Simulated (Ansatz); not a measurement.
# TiSi2(101) slab (72 atoms): support functions against a reference, part 2 of 3

Aim: test how closely localised support functions follow the reference on TiSi2(101) slab (72 atoms), and at what cost. A setting counts as converged where the r.m.s. difference of forces stays under 1 % of the r.m.s. force.

Ansatz 0.2.0; Kohn-Sham DFT, PBE, PAW (set soft_2), plane waves.

The cell: 24 Ti and 48 Si. Beside vacuum, support functions can miss their usual error bounds without a warning.

So far. Step 3 (Support functions medium): Forces differ from the reference by 0.30 meV/Å r.m.s., 0.072 % of their size, well within a tolerance of 1 %; the energy by -0.70 meV/atom. The two runs also began from different starting densities, which bears on cycles and time. Step 4 (Support functions low): Forces differ from the reference by 0.34 meV/Å r.m.s., 0.083 % of their size, well within a tolerance of 1 %; the energy by -0.70 meV/atom.

The database entry behind the starting cell is an old determination (1939), so it need not match the best structure at ambient conditions.

## Step 5: Support functions high

The cell is solved in localised support functions.

This step: Kohn-Sham DFT, PBE, PAW (set soft_2), localised support functions (high) (Ansatz 0.2.0).

The input, input.yaml:

```yaml
crystal:
  lattice:
    - [8.236, 0.0, 0.0]
    - [0.0, 9.76847, 0.0]
    - [0.0, 0.0, 24.41112]
  atoms:
    [... the 72 atom lines of step 2 ...]
kpoints:
  mp_grid: { grid: [2, 2, 1] }
hamiltonian:
  xc: pbe
scf:
  occupations: { method: fermi_dirac, width: 0.05 }
  eigensolver: { kind: { support_functions: { accuracy: high } } }
  mixing: { beta: 0.2 }
  max_iter: 150
output:
  forces: true
```

On the command line:

```console
ansatz run input.yaml --threads 4 --pin off --max-ram 8192MiB --backend cpu --events-out ev --progress --plain --runs-dir out
```

Numbers of over 12 decimals in the logs are rounded to 6 here.

The program printed:

```text
[...]
Crystal: 72 atoms, lattice volume = 1963.951 Å³
Basis set: ecut = 420 eV, 38371 PW (Γ), exchange–correlation on 120×144×360 points (8 copies of the dense FFT grid, shifted against one another)
Bands: 288, of which v1, the nominal top of the filled ones, is band 240 counted from 1 (239 counted from 0)
Symmetry: 1 space group operations
k-points: 4
[...]
SCF iter   1: F=—  HF=-90530.183845 eV  |F-HF|=—  |Δ(HF+E_count)|=         —  Δρ=3.32e-2  dr2=2.27e2  ethr=1.00e-1
[...]
SCF iter  18: F=—  HF=-90530.489324 eV  |F-HF|=—  |Δ(HF+E_count)|=   2.15e-4  Δρ=8.96e-7  dr2=1.31e-8  ethr=5.19e-12  κ⁻¹=6.8e-6(r=7)
SCF iter  19: F=-90530.489400 eV  HF=-90530.489400 eV  |F-HF|=5.73e-9  |Δ(HF+E_count)|=   7.62e-5  Δρ=5.78e-7  dr2=6.46e-9  ethr=2.74e-12
SCF 1 converged in 19 iterations: F = -90530.491503 eV  dr2 = 6.46e-9
[...]
SCF converged after 19 iterations
[...]
Free energy (F): -90530.491503 eV
[...]
Internal energy: -90530.144222 eV  (E = F + TS)
E sigma→0 (E₀):  -90530.317862 eV
Entropy (-TS):   -0.347281 eV (-4.823 meV/atom)
Fermi energy:    4.529090 eV
[...]
Σ components = -90530.491503   (vs F -90530.491503, Δ=0.00e0)
--- Forces (eV/Å), atoms counted from 1 ---
  atom   1  Ti     0.37052046     0.63337371     0.25354157
  atom   2  Ti    -0.20412278     0.98498518     0.40333397
  atom   3  Ti     0.21168458     0.03199709     0.35032151
  atom   4  Ti     0.25571970     0.23758020    -0.16022380
[...]
atom  72  Si    -0.20233221     0.32351410    -0.13264454
  max |Σ_I F_I| component: 5.44e-4 eV/Å
--- Band table (eV) ---
[...]
```

It took 7.9 min on 4 threads of Arm Neoverse V2, shared host; peak memory 6 GiB; 31 min of CPU time.

Keys that differ from the reference: support_functions.accuracy = "high", scf.max_iter = 150 and scf.mixing.beta = 0.2.

Forces differ from the reference by 0.20 meV/Å r.m.s., 0.049 % of their size, well within a tolerance of 1 %; the energy by -0.86 meV/atom. It took 7.9 min and 19 cycles; the reference's time can't be set against it, since the two runs asked for unlike analyses. The two runs also began from different starting densities, which bears on cycles and time.

## Step 6: Support functions medium, spacing 0.411 Å

The grid spacing sets how fine a wave the support functions can hold.

This step: Kohn-Sham DFT, PBE, PAW (set soft_2), localised support functions (medium) (Ansatz 0.2.0).

input.yaml, the sections that differ from step 5:

```yaml
scf:
  occupations: { method: fermi_dirac, width: 0.05 }
  eigensolver: { kind: { support_functions: { accuracy: medium, spacing: 0.411 } } }
  mixing: { beta: 0.2 }
  max_iter: 150
# crystal, kpoints, hamiltonian, output: as in step 5
```

The program printed:

```text
Warning: scf.eigensolver.kind.support_functions: disabling space-group detection — the functions' gradient is summed over unrotated k-points, so no spatial operation reduces the k-mesh or symmetrises the density; time reversal is kept, so that k and −k are solved as one point where they differ and the mesh holds both, and exact exchange and, on two spinor components, a DFT+U term hold to it where the run has them: [...]
settings of this run that can trade accuracy for cost: scf.eigensolver.kind.support_functions [...]
Engine: ansatz 0.2.0, aarch64-unknown-linux-gnu
Pseudopotentials: kind: paw
Pseudopotential: Ti, paw, valence charge 12, recommended cutoff 420 eV (normal), Ti.paw.azcp
Pseudopotential: Si, paw, valence charge 4, recommended cutoff 420 eV (normal), Si.paw.azcp
Functional definition: PBE
  parameter kappa = 0.804
  parameter beta = 0.066725
  exchange = pbe_x(kappa = kappa, mu = beta*pi^2/3)
  correlation = pbe_c(beta = beta)
Crystal: 72 atoms, lattice volume = 1963.951 Å³
Basis set: ecut = 420 eV, 38371 PW (Γ), exchange–correlation on 120×144×360 points (8 copies of the dense FFT grid, shifted against one another)
Bands: 288, of which v1, the nominal top of the filled ones, is band 240 counted from 1 (239 counted from 0)
Symmetry: 1 space group operations
k-points: 4
Non-local potential: Ti, projectors of the file, l = 0: 3, l = 1: 2, l = 2: 3, l = 3: 1
Non-local potential: Si, projectors of the file, l = 0: 2, l = 1: 2, l = 2: 2
PAW form: soft (Blöchl's): semilocal exchange-correlation on the pseudo side does not see the compensation charge
PAW one-centre angular grid: Ti, 590 points (default); XC on 64 Gauss nodes
PAW one-centre angular grid: Si, 110 points (default); XC on 64 Gauss nodes
Initial density: superposition of atomic densities (neutral atoms: chi_scale 0, normalization atom)
Initial wavefunctions: pseudopotential atomic-orbital guess
Functional: x = pbe(κ = 0.804, μ = 0.219515), c = pbe(β = 0.066725)
SCF iter   1: F=—  HF=-90472.243237 eV  |F-HF|=—  |Δ(HF+E_count)|=         —  Δρ=4.83e-2  dr2=2.04e2  ethr=1.00e-1
preconditioner: auto → LDOS  [metal: Δε(μ)=0.060 eV  Ē_g=6.089 eV  σ=0.050 eV  W_gap=0.29  n_scr=346 (ndim 8)  ℏωp=14.2 eV  f_vac=0.396  D(μ)=25.39/eV (n_scr^D=118)  β=0.2 kept]
SCF iter   2: F=—  HF=-90501.587996 eV  |F-HF|=—  |Δ(HF+E_count)|=    2.93e1  Δρ=4.01e-2  dr2=1.28e2  ethr=4.26e-2
SCF iter   3: F=—  HF=-90495.664443 eV  |F-HF|=—  |Δ(HF+E_count)|=    5.92e0  Δρ=2.92e-2  dr2=6.75e1  ethr=2.66e-2  κ⁻¹=1.0e0(r=1)
SCF iter   4: F=—  HF=-90490.505253 eV  |F-HF|=—  |Δ(HF+E_count)|=    5.16e0  Δρ=1.33e-2  dr2=3.92e0  ethr=1.41e-2  κ⁻¹=3.8e-4(r=2)
SCF iter   5: F=—  HF=-90490.415928 eV  |F-HF|=—  |Δ(HF+E_count)|=   8.93e-2  Δρ=8.43e-3  dr2=2.36e0  ethr=8.18e-4  κ⁻¹=4.7e-4(r=3)
SCF iter   6: F=—  HF=-90490.490490 eV  |F-HF|=—  |Δ(HF+E_count)|=   7.46e-2  Δρ=2.14e-3  dr2=1.35e-1  ethr=4.92e-4  κ⁻¹=2.6e-5(r=4)
SCF iter   7: F=—  HF=-90490.505740 eV  |F-HF|=—  |Δ(HF+E_count)|=   1.52e-2  Δρ=1.75e-3  dr2=1.07e-1  ethr=2.81e-5  κ⁻¹=1.8e-5(r=5)
SCF iter   8: F=—  HF=-90490.514720 eV  |F-HF|=—  |Δ(HF+E_count)|=   8.98e-3  Δρ=5.24e-4  dr2=1.03e-2  ethr=2.22e-5  κ⁻¹=6.4e-7(r=6)
SCF iter   9: F=—  HF=-90490.519549 eV  |F-HF|=—  |Δ(HF+E_count)|=   4.83e-3  Δρ=5.76e-4  dr2=3.45e-3  ethr=2.15e-6  κ⁻¹=4.3e-7(r=7)
SCF iter  10: F=—  HF=-90490.523591 eV  |F-HF|=—  |Δ(HF+E_count)|=   4.04e-3  Δρ=1.55e-4  dr2=5.01e-4  ethr=7.19e-7  κ⁻¹=1.0e-7(r=7)
```

Run time: 70 s. Hardware: 4 threads; peak memory 2.3 GiB.

Residual by cycle:

cycle, log10 residual and a bar from the least value:
```
        1        2.3 ##############################
        2        2.1 #############################
        3        1.8 ###########################
        4        0.6 #####################
        5        0.4 ####################
        6       -0.9 #############
        7       -1.0 ############
        8       -2.0 #######
        9       -2.5 ####
       10       -3.3
```

The run was cut off at its time limit.

After 10 cycles the residual stands at 5.0e-4.

The session had allowed this step about 70 s.

## Step 7: Support functions medium, spacing 0.343 Å

The grid spacing sets how fine a wave the support functions can hold.

input.yaml, the sections that differ from step 6:

```yaml
scf:
  occupations: { method: fermi_dirac, width: 0.05 }
  eigensolver: { kind: { support_functions: { accuracy: medium, spacing: 0.343 } } }
  mixing: { beta: 0.2 }
  max_iter: 150
# crystal, kpoints, hamiltonian, output: as in step 6
```

The program printed:

```text
[...]
Crystal: 72 atoms, lattice volume = 1963.951 Å³
Basis set: ecut = 420 eV, 38371 PW (Γ), exchange–correlation on 120×144×360 points (8 copies of the dense FFT grid, shifted against one another)
Bands: 288, of which v1, the nominal top of the filled ones, is band 240 counted from 1 (239 counted from 0)
Symmetry: 1 space group operations
k-points: 4
[...]
SCF iter   1: F=—  HF=-90521.041358 eV  |F-HF|=—  |Δ(HF+E_count)|=         —  Δρ=3.50e-2  dr2=2.28e2  ethr=1.00e-1
[...]
SCF iter  15: F=-90530.478999 eV  HF=-90530.478999 eV  |F-HF|=2.72e-8  |Δ(HF+E_count)|=   1.06e-6  Δρ=4.02e-6  dr2=3.89e-7  ethr=4.37e-10
SCF 1 converged in 15 iterations: F = -90530.499505 eV  dr2 = 3.89e-7
[...]
SCF converged after 15 iterations
[...]
Free energy (F): -90530.499505 eV
[...]
Internal energy: -90530.149431 eV  (E = F + TS)
E sigma→0 (E₀):  -90530.324468 eV
Entropy (-TS):   -0.350074 eV (-4.862 meV/atom)
Fermi energy:    4.524457 eV
[...]
--- Forces (eV/Å), atoms counted from 1 ---
  atom   1  Ti     0.38273658     0.70712254     0.10331242
  atom   2  Ti    -0.21260889     0.87416962     0.21178913
  atom   3  Ti     0.20097883    -0.11477601     0.21584453
  atom   4  Ti     0.26256163     0.29599962    -0.42535283
  atom   5  Ti    -0.15341196     0.60931449    -0.93802198
  atom   6  Ti     0.06868998     0.63728642    -0.34477956
  atom   7  Ti     0.18081316     0.13057393    -0.48237446
  atom   8  Ti     0.01761132     0.50678381    -0.15644116
  atom   9  Si    -0.03977740    -0.46318940     0.28298774
  atom  10  Si    -0.27347876     0.12597783    -0.39795807
  atom  11  Si    -0.14843510    -0.35294100     0.03528237
  atom  12  Si    -0.28617030     0.06025488    -0.04265800
  atom  13  Si     0.05496921     0.27452653    -0.25669691
  atom  14  Si    -0.19528449    -0.74115469    -0.25934164
[...]
atom  71  Si     0.07576048     0.21914274     0.77082846
  atom  72  Si    -0.19431781     0.33152988    -0.13026854
  max |Σ_I F_I| component: 5.68e-1 eV/Å
--- Band table (eV) ---
[...]
```

Run time: 1.7 min. Hardware: 4 threads; peak memory 2.5 GiB; 6.8 min of CPU time.

The program notes that the forces don't sum to zero within tolerance and the grid leaves an egg-box force.

Forces differ from the reference by 84 meV/Å r.m.s., 20 % of their size, far over a tolerance of 1 %; the energy by -0.98 meV/atom. The two runs also began from different starting densities, which bears on cycles and time. The setting is coarser than the default on purpose.

## Step 8: Support functions medium, spacing 0.297 Å

The grid spacing sets how fine a wave the support functions can hold.

input.yaml, the sections that differ from step 7:

```yaml
scf:
  occupations: { method: fermi_dirac, width: 0.05 }
  eigensolver: { kind: { support_functions: { accuracy: medium, spacing: 0.297 } } }
  mixing: { beta: 0.2 }
  max_iter: 150
# crystal, kpoints, hamiltonian, output: as in step 7
```

The program printed:

```text
[...]
Crystal: 72 atoms, lattice volume = 1963.951 Å³
Basis set: ecut = 420 eV, 38371 PW (Γ), exchange–correlation on 120×144×360 points (8 copies of the dense FFT grid, shifted against one another)
Bands: 288, of which v1, the nominal top of the filled ones, is band 240 counted from 1 (239 counted from 0)
Symmetry: 1 space group operations
k-points: 4
[...]
SCF iter   1: F=—  HF=-90523.862601 eV  |F-HF|=—  |Δ(HF+E_count)|=         —  Δρ=3.32e-2  dr2=2.27e2  ethr=1.00e-1
[...]
SCF iter  15: F=-90530.654634 eV  HF=-90530.654634 eV  |F-HF|=1.07e-7  |Δ(HF+E_count)|=   1.52e-6  Δρ=3.91e-6  dr2=4.28e-7  ethr=5.29e-10
SCF 1 converged in 15 iterations: F = -90530.675308 eV  dr2 = 4.28e-7
[...]
SCF converged after 15 iterations
[...]
Free energy (F): -90530.675308 eV
[...]
Internal energy: -90530.327892 eV  (E = F + TS)
E sigma→0 (E₀):  -90530.501600 eV
Entropy (-TS):   -0.347416 eV (-4.825 meV/atom)
Fermi energy:    4.528200 eV
[...]
--- Forces (eV/Å), atoms counted from 1 ---
  atom   1  Ti     0.37520609     0.62799426     0.24281560
  atom   2  Ti    -0.20131998     0.96813486     0.41569496
  atom   3  Ti     0.20219496     0.04276712     0.34042456
  atom   4  Ti     0.26928690     0.22325055    -0.15222837
  atom   5  Ti    -0.16037480     0.50944554    -0.79575716
  atom   6  Ti     0.07707296     0.73024133    -0.12439669
  atom   7  Ti     0.17759641     0.13022402    -0.20633735
  atom   8  Ti     0.01980040     0.44464888    -0.02365158
  atom   9  Si    -0.03395228    -0.46429598     0.29116047
  atom  10  Si    -0.26830476     0.12550226    -0.40343645
  atom  11  Si    -0.14586430    -0.35467340     0.04265536
  atom  12  Si    -0.28153239     0.05689946    -0.04739359
  atom  13  Si     0.05733560     0.27672101    -0.25499231
  atom  14  Si    -0.20181020    -0.72911328    -0.25368067
[...]
atom  71  Si     0.07873041     0.20478339     0.76956537
  atom  72  Si    -0.19748745     0.32345882    -0.13402426
  max |Σ_I F_I| component: 7.37e-2 eV/Å
--- Band table (eV) ---
[...]
```

It took 1.9 min on 4 threads; peak memory 2.8 GiB.

Forces differ from the reference by 6.5 meV/Å r.m.s., 1.6 % of their size, over a tolerance of 1 %; the energy by -3.4 meV/atom. The two runs also began from different starting densities, which bears on cycles and time. The setting is coarser than the default on purpose.

## Step 9: Support functions medium, spacing 0.263 Å

The grid spacing sets how fine a wave the support functions can hold.

input.yaml, the sections that differ from step 8:

```yaml
scf:
  occupations: { method: fermi_dirac, width: 0.05 }
  eigensolver: { kind: { support_functions: { accuracy: medium, spacing: 0.263 } } }
  mixing: { beta: 0.2 }
  max_iter: 150
# crystal, kpoints, hamiltonian, output: as in step 8
```

The program printed:

```text
[...]
Crystal: 72 atoms, lattice volume = 1963.951 Å³
Basis set: ecut = 420 eV, 38371 PW (Γ), exchange–correlation on 120×144×360 points (8 copies of the dense FFT grid, shifted against one another)
Bands: 288, of which v1, the nominal top of the filled ones, is band 240 counted from 1 (239 counted from 0)
Symmetry: 1 space group operations
k-points: 4
[...]
SCF iter   1: F=—  HF=-90525.597886 eV  |F-HF|=—  |Δ(HF+E_count)|=         —  Δρ=3.30e-2  dr2=2.28e2  ethr=1.00e-1
[...]
SCF iter  14: F=—  HF=-90530.484874 eV  |F-HF|=—  |Δ(HF+E_count)|=   9.64e-4  Δρ=9.82e-6  dr2=2.15e-6  ethr=1.79e-9  κ⁻¹=9.9e-7(r=7)
SCF iter  15: F=-90530.484876 eV  HF=-90530.484876 eV  |F-HF|=1.49e-8  |Δ(HF+E_count)|=   1.56e-6  Δρ=3.36e-6  dr2=3.80e-7  ethr=4.49e-10
SCF 1 converged in 15 iterations: F = -90530.503735 eV  dr2 = 3.80e-7
[...]
SCF converged after 15 iterations
[...]
Free energy (F): -90530.503735 eV
[...]
Internal energy: -90530.156733 eV  (E = F + TS)
E sigma→0 (E₀):  -90530.330234 eV
Entropy (-TS):   -0.347002 eV (-4.819 meV/atom)
Fermi energy:    4.529240 eV
[...]
Σ components = -90530.503735   (vs F -90530.503735, Δ=0.00e0)
--- Forces (eV/Å), atoms counted from 1 ---
  atom   1  Ti     0.36977438     0.63319295     0.25532171
  atom   2  Ti    -0.20445957     0.98472446     0.40357379
  atom   3  Ti     0.21245652     0.03195381     0.35200319
  atom   4  Ti     0.25488046     0.23749526    -0.15734396
[...]
atom  72  Si    -0.20265413     0.32326170    -0.13339130
  max |Σ_I F_I| component: 3.81e-3 eV/Å
--- Band table (eV) ---
[...]
```

Run time: 2.2 min. Hardware: 4 threads; peak memory 3.3 GiB; 8.8 min of CPU time.

Keys that differ from the reference: support_functions.accuracy = "medium", support_functions.spacing = 0.263, scf.max_iter = 150 and scf.mixing.beta = 0.2.

Forces differ from the reference by 1.4 meV/Å r.m.s., 0.33 % of their size, within a tolerance of 1 %; the energy by -1.0 meV/atom. The two runs also began from different starting densities, which bears on cycles and time.

## Step 10: Support functions medium, spacing 0.206 Å

The grid spacing sets how fine a wave the support functions can hold.

input.yaml, the sections that differ from step 9:

```yaml
scf:
  occupations: { method: fermi_dirac, width: 0.05 }
  eigensolver: { kind: { support_functions: { accuracy: medium, spacing: 0.206 } } }
  mixing: { beta: 0.2 }
  max_iter: 150
# crystal, kpoints, hamiltonian, output: as in step 9
```

The program printed:

```text
[...]
Crystal: 72 atoms, lattice volume = 1963.951 Å³
Basis set: ecut = 420 eV, 38371 PW (Γ), exchange–correlation on 120×144×360 points (8 copies of the dense FFT grid, shifted against one another)
Bands: 288, of which v1, the nominal top of the filled ones, is band 240 counted from 1 (239 counted from 0)
Symmetry: 1 space group operations
k-points: 4
[...]
SCF iter   1: F=—  HF=-90526.165253 eV  |F-HF|=—  |Δ(HF+E_count)|=         —  Δρ=3.30e-2  dr2=2.28e2  ethr=1.00e-1
[...]
SCF iter  14: F=—  HF=-90530.470458 eV  |F-HF|=—  |Δ(HF+E_count)|=   8.51e-4  Δρ=1.03e-5  dr2=2.37e-6  ethr=1.87e-9  κ⁻¹=8.9e-7(r=7)
SCF iter  15: F=-90530.470460 eV  HF=-90530.470460 eV  |F-HF|=1.08e-7  |Δ(HF+E_count)|=   1.61e-6  Δρ=3.63e-6  dr2=4.06e-7  ethr=4.93e-10
SCF 1 converged in 15 iterations: F = -90530.487946 eV  dr2 = 4.06e-7
[...]
SCF converged after 15 iterations
[...]
Free energy (F): -90530.487946 eV
[...]
Internal energy: -90530.140927 eV  (E = F + TS)
E sigma→0 (E₀):  -90530.314437 eV
Entropy (-TS):   -0.347019 eV (-4.820 meV/atom)
Fermi energy:    4.529327 eV
[...]
Σ components = -90530.487946   (vs F -90530.487946, Δ=0.00e0)
--- Forces (eV/Å), atoms counted from 1 ---
  atom   1  Ti     0.37067239     0.63304099     0.25356767
  atom   2  Ti    -0.20406377     0.98515671     0.40284461
  atom   3  Ti     0.21167880     0.03168696     0.35045484
  atom   4  Ti     0.25596312     0.23782091    -0.16103846
[...]
atom  72  Si    -0.20250558     0.32351474    -0.13285744
  max |Σ_I F_I| component: 5.72e-3 eV/Å
--- Band table (eV) ---
[...]
```

Wall time 2.6 min (4 threads); peak memory 4.1 GiB.

Keys that differ from the reference: support_functions.accuracy = "medium", support_functions.spacing = 0.206, scf.max_iter = 150 and scf.mixing.beta = 0.2.

Forces differ from the reference by 0.30 meV/Å r.m.s., 0.073 % of their size, well within a tolerance of 1 %; the energy by -0.82 meV/atom. The two runs also began from different starting densities, which bears on cycles and time.

## Step 11: Support functions medium, spacing 0.183 Å

The grid spacing sets how fine a wave the support functions can hold.

input.yaml, the sections that differ from step 10:

```yaml
scf:
  occupations: { method: fermi_dirac, width: 0.05 }
  eigensolver: { kind: { support_functions: { accuracy: medium, spacing: 0.183 } } }
  mixing: { beta: 0.2 }
  max_iter: 150
# crystal, kpoints, hamiltonian, output: as in step 10
```

The program printed:

```text
[...]
Crystal: 72 atoms, lattice volume = 1963.951 Å³
Basis set: ecut = 420 eV, 38371 PW (Γ), exchange–correlation on 120×144×360 points (8 copies of the dense FFT grid, shifted against one another)
Bands: 288, of which v1, the nominal top of the filled ones, is band 240 counted from 1 (239 counted from 0)
Symmetry: 1 space group operations
k-points: 4
[...]
SCF iter   1: F=—  HF=-90526.327840 eV  |F-HF|=—  |Δ(HF+E_count)|=         —  Δρ=3.30e-2  dr2=2.28e2  ethr=1.00e-1
[...]
SCF iter  14: F=—  HF=-90530.474134 eV  |F-HF|=—  |Δ(HF+E_count)|=   7.95e-4  Δρ=1.01e-5  dr2=2.34e-6  ethr=1.74e-9  κ⁻¹=9.7e-7(r=7)
SCF iter  15: F=-90530.474136 eV  HF=-90530.474136 eV  |F-HF|=1.76e-7  |Δ(HF+E_count)|=   1.68e-6  Δρ=3.43e-6  dr2=3.24e-7  ethr=4.88e-10
SCF 1 converged in 15 iterations: F = -90530.491632 eV  dr2 = 3.24e-7
[...]
SCF converged after 15 iterations
[...]
Free energy (F): -90530.491632 eV
[...]
Internal energy: -90530.144610 eV  (E = F + TS)
E sigma→0 (E₀):  -90530.318121 eV
Entropy (-TS):   -0.347022 eV (-4.820 meV/atom)
Fermi energy:    4.529360 eV
[...]
Σ components = -90530.491632   (vs F -90530.491632, Δ=0.00e0)
--- Forces (eV/Å), atoms counted from 1 ---
  atom   1  Ti     0.37077071     0.63291846     0.25362244
  atom   2  Ti    -0.20370816     0.98488737     0.40318484
  atom   3  Ti     0.21196814     0.03201339     0.35033914
  atom   4  Ti     0.25600389     0.23796193    -0.16080879
[...]
atom  72  Si    -0.20239099     0.32348044    -0.13289140
  max |Σ_I F_I| component: 1.85e-3 eV/Å
--- Band table (eV) ---
[...]
```

Elapsed: 3.3 min, on 4 threads; peak memory 4.6 GiB; 13 min of CPU time.

Keys that differ from the reference: support_functions.accuracy = "medium", support_functions.spacing = 0.183, scf.max_iter = 150 and scf.mixing.beta = 0.2.

Forces differ from the reference by 0.26 meV/Å r.m.s., 0.064 % of their size, well within a tolerance of 1 %; the energy by -0.87 meV/atom. The two runs also began from different starting densities, which bears on cycles and time.

Runs without a result: support functions medium, spacing 0.411 Å (cut at the time limit).

(Continued in part 3 of 3.)

[Logs are printed without paths, hosts, clocks, repeated set-up lines and the standing remarks that a program may print on its own settings, such as how far it seeks lower states.]

[Hosts, paths, dates, database ids (printed as entryN), source tags and the programs' standing remarks are cut or masked in the printed files.]
